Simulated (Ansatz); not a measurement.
# Is the response still linear at 0.3 V/Å? WSi2N4 bilayer, AB

The dipole of a slab grows in proportion to a weak field along its normal. Does the weak-field slope carry to a strong field?

How it was computed: Ansatz 0.2.0, plane waves with PAW datasets (its set soft_2), PBE-D3(BJ); atoms held at their relaxed places, 18 Å of vacuum, dipole correction, cell area 7.23 Å², 18×18 k-points, smearing 0.02585 eV. Without field the slab has a gap of 2.23 eV.

```tsv
run	field (V/Å)	dipole (e·Å)
run 1	−0.10	−0.05628
run 2	0.00	0.00606
run 3	0.10	0.06840
run 4	0.30	?
```

**Question.** What value belongs in the row marked “?”, and how far can the other rows tell?

A least-squares line through the 3 rows shown has slope 0.623400 and intercept 0.006060; no row lies more than 0.00001 e·Å off it. A perfect conductor with that slope would be 180.95 × 0.62340 / 7.23 = 15.60 Å thick. At 0.30 it gives 0.623400 × 0.30 + 0.006060 = 0.19308 e·Å, beyond the rows fitted. Rounding and scatter of the rows alone allow about ±0.00001 e·Å there.

The run itself gives 0.19312 e·Å: a miss of +0.00004 e·Å. That is under 1 % of the induced dipole, so the response is still linear.

**Limits.** Ions are held, so this is the electronic response. Of the series that stay linear within 1 %, this collection keeps about one in seven, and it keeps all that bend. Spin-orbit coupling is left out, which changes the bands of elements this heavy.

[Logs are printed without paths, hosts, clocks, repeated set-up lines and the standing remarks that a program may print on its own settings, such as how far it seeks lower states.]
